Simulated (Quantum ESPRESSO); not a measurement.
## Magnetic state of Fe3Ge from several starts

Aim: find out which collinear order of Fe3Ge costs least.

Calculated with Quantum ESPRESSO 7.5; LDA; plane waves with GBRV 1.5 LDA potentials, no spin-orbit coupling.

### 1. The structure

The structure is cubic, space group Pm-3m (No. 221). Conventional cell: a = 3.661 Å, b = 3.661 Å, c = 3.661 Å, α = 90.00°, β = 90.00°, γ = 90.00°. Nearest to Fe lie 4 Ge at 2.59 Å and 8 Fe at 2.59 Å. Ge has 12 Fe at 2.59 Å nearest. Farther neighbours are not listed.

The cell comes from Materials Project 2023-11-01, a database of computed structures, and need not be the stable phase.

### 2. Run 1 (ferro +++)

The signs are those of the starting moments on the seeded atoms, the atoms that are given a moment.

pw.in reads:

```
&CONTROL
  calculation = 'scf'
  prefix = 'pwscf'
  outdir = './tmp'
  pseudo_dir = './pseudo'
  disk_io = 'nowf'
/
&SYSTEM
  ibrav = 0
  celldm(1) = 8
  nat = 4
  ntyp = 2
  ecutwfc = 40
  ecutrho = 280
  nbnd = 45
  occupations = 'smearing'
  smearing = 'fd'
  degauss = 0.00734986
  nspin = 2
  starting_magnetization(1) = 0.175
  starting_magnetization(2) = 0
/
&ELECTRONS
  conv_thr = 8d-09
  electron_maxstep = 150
  mixing_beta = 0.3
/
ATOMIC_SPECIES
Fe     55.8450 fe_lda_v1.5.uspp.F.UPF
Ge     72.6300 ge_lda_v1.4.uspp.F.UPF
CELL_PARAMETERS alat
   0.8646679327313    0.0000000000000    0.0000000000000
   0.0000000000000    0.8646679327313    0.0000000000000
   0.0000000000000    0.0000000000000    0.8646679327313
ATOMIC_POSITIONS crystal
Fe      0.0000000000    0.5000000000    0.5000000000
Fe      0.5000000000    0.5000000000    0.0000000000
Fe      0.5000000000    0.0000000000    0.5000000000
Ge      0.0000000000    0.0000000000    0.0000000000
K_POINTS automatic
8 8 8 0 0 0
```

The run is started by

```console
OMP_NUM_THREADS=1 mpirun -n 4 pw.x -nk 4 -in pw.in > pw.out
```

Output:

```text
Program PWSCF v.7.5 starts

     Message from routine setup:
     using ibrav=0 with symmetry is DISCOURAGED, use correct ibrav instead

     K-points division:     npool     =       4
     Subspace diagonalization in iterative solution of the eigenvalue problem:

     G-vector sticks info
     --------------------
     sticks:   dense  smooth     PW     G-vecs:    dense   smooth      PW
     Sum        1069     601    193                26145    11123    2007

     Using Slab Decomposition

     bravais-lattice index     =            0
     lattice parameter (alat)  =       8.0000  a.u.
     unit-cell volume          =     330.9924 (a.u.)^3
     number of atoms/cell      =            4
     number of atomic types    =            2
     number of electrons       =        62.00
     number of Kohn-Sham states=           45
     kinetic-energy cutoff     =      40.0000  Ry
     charge density cutoff     =     280.0000  Ry
     scf convergence threshold =      8.0E-09
     mixing beta               =       0.3000
     number of iterations used =            8  plain     mixing
     Exchange-correlation=  SLA  PZ   NOGX NOGC
                           (   1   1   0   0   0   0   0)

     celldm(1)=   8.000000  celldm(2)=   0.000000  celldm(3)=   0.000000
     celldm(4)=   0.000000  celldm(5)=   0.000000  celldm(6)=   0.000000

     crystal axes: (cart. coord. in units of alat)
               a(1) = (   0.864668   0.000000   0.000000 )
               a(2) = (   0.000000   0.864668   0.000000 )
               a(3) = (   0.000000   0.000000   0.864668 )

     reciprocal axes: (cart. coord. in units 2 pi/alat)
               b(1) = (  1.156513  0.000000  0.000000 )
               b(2) = (  0.000000  1.156513  0.000000 )
               b(3) = (  0.000000  0.000000  1.156513 )

     PseudoPot. # 1 for Fe read from file:
     fe_lda_v1.5.uspp.F.UPF
     Pseudo is Ultrasoft + core correction, Zval = 16.0
     Generated by new atomic code, or converted to UPF format
     Using radial grid of  861 points,  6 beta functions with:
                l(1) =   0
                l(2) =   0
                l(3) =   1
                l(4) =   1
                l(5) =   2
                l(6) =   2
     Q(r) pseudized with  8 coefficients,  rinner =    1.000   1.000   1.000
                                                       1.000   1.000

     PseudoPot. # 2 for Ge read from file:
     ge_lda_v1.4.uspp.F.UPF
     Pseudo is Ultrasoft + core correction, Zval = 14.0
     Generated by new atomic code, or converted to UPF format
     Using radial grid of  873 points,  6 beta functions with:
                l(1) =   0
                l(2) =   0
                l(3) =   1
                l(4) =   1
                l(5) =   2
                l(6) =   2
     Q(r) pseudized with  8 coefficients,  rinner =    1.400   1.400   1.400
                                                       1.400   1.400

     atomic species   valence    mass     pseudopotential
     Fe               16.00    55.84500     Fe( 1.00)
     Ge               14.00    72.63000     Ge( 1.00)

     Starting magnetic structure
     atomic species   magnetization
     Fe              0.175
     Ge              0.000

     48 Sym. Ops., with inversion, found

   Cartesian axes

     site n.     atom                  positions (alat units)
         1        Fe     tau(   1) = (   0.0000000   0.4323340   0.4323340  )
         2        Fe     tau(   2) = (   0.4323340   0.4323340   0.0000000  )
         3        Fe     tau(   3) = (   0.4323340   0.0000000   0.4323340  )
         4        Ge     tau(   4) = (   0.0000000   0.0000000   0.0000000  )

     number of k points=    35  Fermi-Dirac smearing, width (Ry)=  0.0073
                       cart. coord. in units 2pi/alat
        k(    1) = (   0.0000000   0.0000000   0.0000000), wk =   0.0019531
        k(    2) = (   0.0000000   0.0000000   0.1445642), wk =   0.0117188
        k(    3) = (   0.0000000   0.0000000   0.2891283), wk =   0.0117188
        k(    4) = (   0.0000000   0.0000000   0.4336925), wk =   0.0117188
        k(    5) = (   0.0000000   0.0000000  -0.5782567), wk =   0.0058594
        [... 30 further k-points ...]

     Dense  grid:    26145 G-vectors     FFT dimensions: (  40,  40,  40)

     Smooth grid:    11123 G-vectors     FFT dimensions: (  27,  27,  27)

     Check: negative core charge=   -0.000048
     Generating pointlists ...
     new r_m :   0.2522 (alat units)  2.0177 (a.u.) for type    1
     new r_m :   0.2522 (alat units)  2.0177 (a.u.) for type    2

     Initial potential from superposition of free atoms

     starting charge      58.9993, renormalised to      62.0000
     Starting wfcs are   48 randomized atomic wfcs

     Self-consistent Calculation

     iteration #  1     ecut=    40.00 Ry     beta= 0.30
     Davidson diagonalization with overlap
     ethr =  1.00E-02,  avg # of iterations =  3.4

     total energy              =    -963.57643472 Ry
     estimated scf accuracy    <       3.56433821 Ry

     total magnetization       =     6.15 Bohr mag/cell
     absolute magnetization    =     6.39 Bohr mag/cell

     iteration #  2     ecut=    40.00 Ry     beta= 0.30
     Davidson diagonalization with overlap
     ethr =  5.75E-03,  avg # of iterations =  2.0

     total energy              =    -963.96304526 Ry
     estimated scf accuracy    <       0.43826518 Ry

     total magnetization       =     6.40 Bohr mag/cell
     absolute magnetization    =     6.72 Bohr mag/cell

     iteration #  3     ecut=    40.00 Ry     beta= 0.30
     Davidson diagonalization with overlap
     ethr =  7.07E-04,  avg # of iterations =  2.3

     total energy              =    -964.01586880 Ry
     estimated scf accuracy    <       0.08066582 Ry

     total magnetization       =     6.52 Bohr mag/cell
     absolute magnetization    =     6.84 Bohr mag/cell

     [... further iterations left out ...]

     iteration #  9     ecut=    40.00 Ry     beta= 0.30
     Davidson diagonalization with overlap
     ethr =  1.65E-08,  avg # of iterations =  1.7

     total energy              =    -964.03108772 Ry
     estimated scf accuracy    <       0.00000210 Ry

     total magnetization       =     6.39 Bohr mag/cell
     absolute magnetization    =     6.78 Bohr mag/cell

     iteration # 10     ecut=    40.00 Ry     beta= 0.30
     Davidson diagonalization with overlap
     ethr =  3.39E-09,  avg # of iterations =  1.8

     total energy              =    -964.03108826 Ry
     estimated scf accuracy    <       0.00000019 Ry

     total magnetization       =     6.39 Bohr mag/cell
     absolute magnetization    =     6.78 Bohr mag/cell

     iteration # 11     ecut=    40.00 Ry     beta= 0.30
     Davidson diagonalization with overlap
     ethr =  3.11E-10,  avg # of iterations =  2.0

     total energy              =    -964.03108832 Ry
     estimated scf accuracy    <       0.00000004 Ry

     total magnetization       =     6.39 Bohr mag/cell
     absolute magnetization    =     6.78 Bohr mag/cell

     iteration # 12     ecut=    40.00 Ry     beta= 0.30
     Davidson diagonalization with overlap
     ethr =  7.00E-11,  avg # of iterations =  1.5

     Magnetic moment per site  (integrated on atomic sphere of radius R)
     atom   1 (R=0.252)  charge= 14.6917  magn=  2.1743
     atom   2 (R=0.252)  charge= 14.6917  magn=  2.1743
     atom   3 (R=0.252)  charge= 14.6917  magn=  2.1743
     atom   4 (R=0.252)  charge= 12.2210  magn= -0.1002

     End of self-consistent calculation

     [... lines left out ...]
     the Fermi energy is    17.0892 ev

!    total energy              =    -964.03108833 Ry
     estimated scf accuracy    <          1.2E-09 Ry
     smearing contrib. (-TS)   =      -0.00868090 Ry
     internal energy E=F+TS    =    -964.02240744 Ry

     The total energy is F=E-TS. E is the sum of the following terms:
     one-electron contribution =    -451.57855229 Ry
     hartree contribution      =     269.38773394 Ry
     xc contribution           =    -143.89640408 Ry
     ewald contribution        =    -637.93518501 Ry

     total magnetization       =     6.39 Bohr mag/cell
     absolute magnetization    =     6.77 Bohr mag/cell

     convergence has been achieved in  12 iterations

=------------------------------------------------------------------------------=
   JOB DONE.
=------------------------------------------------------------------------------=
```

It took 20 s on 4 MPI ranks of Arm Neoverse V2, shared host; peak memory 0.39 GiB; 78 s of CPU time.

Spin moment in the atom's sphere by atom:

| atom | spin moment in the atom's sphere (μB) |
| --- | --- |
| Fe1 | 2.17 |
| Fe2 | 2.17 |
| Fe3 | 2.17 |
| Ge4 | -0.10 |

Read from the output:

```yaml
smearing_term_ts: 0.1181 eV
magnetization: 6.391 μB
absolute_magnetization: 6.775 μB
final_state: ferromagnetic
```

Spin density in the ac plane at fractional y = 0.000, with atoms of Fe and Ge within 0.2 Å of it.

Ten even steps from '_' (0.0 e/Å³) to '@' (4.7 e/Å³), each cell a mean:
```
____________________________
____________________________
____________________________
____________________________
____________......__________
__________::++**==..________
__________::##@@**..________
__________::**##++..________
__________..::::::__________
____________________________
____________________________
____________________________
____________________________
____________________________
```
Columns run along a (3.7 Å), rows up along c (3.7 Å). Atoms in or near the plane, at fractional coordinates: Fe at (0.50, 0.50), Ge at (0.00, 0.00).

Valence density in the ac plane at fractional y = 0.000, with atoms of Fe and Ge within 0.2 Å of it. It is the smooth field of the valence electrons, not physical close to the nuclei.

Ten steps, logarithmic in the rise over the least value, from '0' (0 e/Å³) to '9' (47 e/Å³), each cell a mean:
```
87310000000147
54210000000124
21100000000011
00000112100000
00001345420000
00002578741000
00003688852000
00002578741000
00001356531000
00000123210000
11100000000011
43110000000123
86310000000147
98410000000258
```
Columns run along a (3.7 Å), rows up along c (3.7 Å). Atoms in or near the plane, at fractional coordinates: Fe at (0.50, 0.50), Ge at (0.00, 0.00).

(Part 1 of 2 ends here.)

[Logs and program files are shortened in this print: banners, set-up blocks, solver, clock and traceback lines can be left out without a mark of their own.]

[Logs are printed without paths, hosts, clocks, repeated set-up lines and the standing remarks that a program may print on its own settings, such as how far it seeks lower states.]

[Hosts, paths, dates, database ids (printed as entryN), source tags and the programs' standing remarks are cut or masked in the printed files.]

[Where a cell is said to come from a database of computed structures, the database is the Materials Project.]
